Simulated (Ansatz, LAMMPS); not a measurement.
# Which site? B in place of Si in amorphous Si (101 atoms): runs compared

Aim: make B in place of Si at several sites of amorphous Si (101 atoms), relax each, and compare their energies.

Computed with Ansatz 0.2.0: Kohn-Sham DFT, PBE, PAW (set soft_2), plane waves.

## 1. The cell as built

The cell holds 101 atoms: 101 Si. Cell: a = 12.624 Å, b = 12.624 Å, c = 12.624 Å, α = 90.0°, β = 90.0°, γ = 90.0°. 101 atoms (101 Si) placed at random at 2.34 g/cm³, melted at 2500 K for 10 ps at fixed volume with the modified Tersoff potential (Kumagai, Izumi, Hara and Sakai, Comput. Mater. Sci. 39, 457 (2007)). Quenched from 2500 K to 300 K at 20 K/ps and fixed volume, held 5 ps.

What the set-up can't give: The quench rate of 20 K/ps far exceeds what a furnace or splat quench reaches, so expect more defects and frozen-in strain than in a real sample. The starting topology of bonds comes from the classical model, and needn't be the one that DFT or experiment would give. Only the Γ point is sampled, in a cell whose shortest periodic width is 13 Å.

## 2. The reference run

The reference is a single point at the end of the relaxation.

Every defect cell starts from the geometry of this run and is relaxed in the fixed cell.

Its input, with most atom lines left out:

```yaml
crystal:
  lattice:
    - [12.6245, 0.0, 0.0]
    - [0.0, 12.6245, 0.0]
    - [0.0, 0.0, 12.6245]
  atoms:
    - { symbol: Si, position: [0.0713, 0.93906, 0.13306] }
    - { symbol: Si, position: [0.44744, 0.99756, 0.08001] }
    - { symbol: Si, position: [0.67979, 0.34198, 0.94018] }
    - { symbol: Si, position: [0.12753, 0.92497, 0.71737] }
    - { symbol: Si, position: [0.27089, 0.82088, 0.91843] }
    - { symbol: Si, position: [0.83716, 0.57182, 0.4634] }
    - { symbol: Si, position: [0.35767, 0.14772, 0.95283] }
    [... atom lines 8 to 101 left out ...]
kpoints:
  mp_grid: { grid: [1, 1, 1] }
hamiltonian:
  xc: pbe
scf:
  occupations: { method: fermi_dirac, width: 0.05 }
output:
  forces: true
  stress: true
  populations: intrinsic
  dos:
    method: { smearing: { sigma: 0.1 } }
    de: 0.1
    projected: { site_lists: { Si: [Si] } }
  eigenvalues: true
  write_density: true
  write_potential: true
  volumetric_format: npy
```

* free energy per atom: -635.5901 eV/atom
* r.m.s. force component: 0.00912 eV/Å
* pressure: 0.3572 GPa

The highest filled and lowest empty levels lie 0.267 eV apart (at Γ alone), but 2 levels are partly filled, by over 2 %, under the smearing.

## 3. The runs

Each row is one run, on 4 threads of Arm Neoverse V1, shared host. The free energy is the program's total, comparable only between runs with the same functional, potentials and atoms.

| run | atoms | outcome | ionic steps, all passes | free energy (eV) | time | host memory (GiB) |
| --- | --- | --- | --- | --- | --- | --- |
| Single point at the start | 101 | converged | - | -64187.995 | 15 s | 2.1 |
| Relaxation | 101 | converged | 30 | -64194.604 | 5.2 min | 2.1 |
| Single point at the relaxed geometry | 101 | converged | - | -64194.604 | 27 s | 2.2 |
| B on a site of Si, site Si1 | 101 | converged | 5 | -63714.748 | 96 s | 2.2 |
| B on a site of Si, site Si2 | 101 | converged | 7 | -63713.922 | 2.1 min | 2.2 |
| B on a site of Si, site Si13 | 101 | converged | 8 | -63714.664 | 2.3 min | 2.3 |
| B on a site of Si, site Si25 | 101 | converged | 5 | -63714.067 | 91 s | 2.2 |
| B on a site of Si, site Si72 | 101 | converged | 7 | -63714.435 | 2.1 min | 2.2 |
| B on a site of Si, site Si47 | 101 | converged | 9 | -63714.385 | 2.7 min | 2.2 |

Local excerpt of 10 atoms (numbers count through the whole input) about site Si1, the cheapest one, after relaxation; x, y, z are measured from there.

| atom | x | y | z | distance (Å) | bonds |
| --- | --- | --- | --- | --- | --- |
| B1 | 0.05 | -0.05 | -0.07 | 0.10 | 4 |
| Si62 | 1.12 | 1.64 | 0.36 | 2.02 | 4 |
| Si21 | -1.90 | 0.61 | -0.41 | 2.04 | 4 |
| Si19 | 0.99 | -1.53 | 0.94 | 2.05 | 4 |
| Si89 | 0.24 | -0.80 | -1.88 | 2.05 | 4 |
| Si67 | -2.06 | 0.92 | 1.89 | 2.94 | 4 |
| Si35 | -0.09 | 2.17 | 2.36 | 3.21 | 4 |
| Si97 | -0.88 | -2.90 | -2.03 | 3.65 | 4 |
| Si59 | -0.72 | 0.58 | -3.54 | 3.66 | 4 |
| Si45 | 3.30 | 1.05 | 1.25 | 3.68 | 4 |

The column of bonds counts only the pairs Si-Si within 2.88 Å, Si-B within 2.38 Å; other neighbours, such as metal atoms beside each other in a compound, aren't counted, and periodic images can show an atom twice.

## 4. The sites compared

All these cells hold the same atoms, so their energies can be compared with no chemical potential.

| site | neighbours | mean distance (Å) | atoms within 6 Å | energy over the best site (eV) | before relaxation (eV) | gain on relaxing (eV) |
| --- | --- | --- | --- | --- | --- | --- |
| Si1 | Si4 | 2.34 | 46 | 0.00 | 0.00 | 1.67 |
| Si13 | Si4 | 2.35 | 46 | 0.08 | 0.16 | 1.74 |
| Si72 | Si4 | 2.36 | 47 | 0.31 | 0.21 | 1.57 |
| Si47 | Si4 | 2.37 | 45 | 0.36 | 0.30 | 1.61 |
| Si25 | Si4 | 2.40 | 43 | 0.68 | 0.38 | 1.37 |
| Si2 | Si6 | 2.57 | 46 | 0.83 | 0.19 | 1.03 |

Neighbours are those of the relaxed host within 2.83 Å (Si-Si); other pairs aren't counted.

## 5. What came out

The cheapest site is Si1 (4 neighbours, Si4); the dearest, Si2 (6 neighbours, Si6), costs 0.83 eV more. By coordination the energies over the best site are 0.00 to 0.68 eV with 4 neighbours and 0.83 eV with 6 neighbours. Relaxation gains 1.0 to 1.7 eV and leaves the best site the same.

**Limits.** Defects are neutral and interact with their images. In a disordered cell the relaxation can also rearrange atoms far from the site. Only 6 of the 101 Si sites were tried; unless symmetry makes the others alike to these, a cheaper one may exist. The change leaves an odd electron count, and these runs have no spin polarisation.

The DFT runs together took 18 min of wall time.

[Logs are printed without paths, hosts, clocks, repeated set-up lines and the standing remarks that a program may print on its own settings, such as how far it seeks lower states.]

[Hosts, paths, dates, database ids (printed as entryN), source tags and the programs' standing remarks are cut or masked in the printed files.]
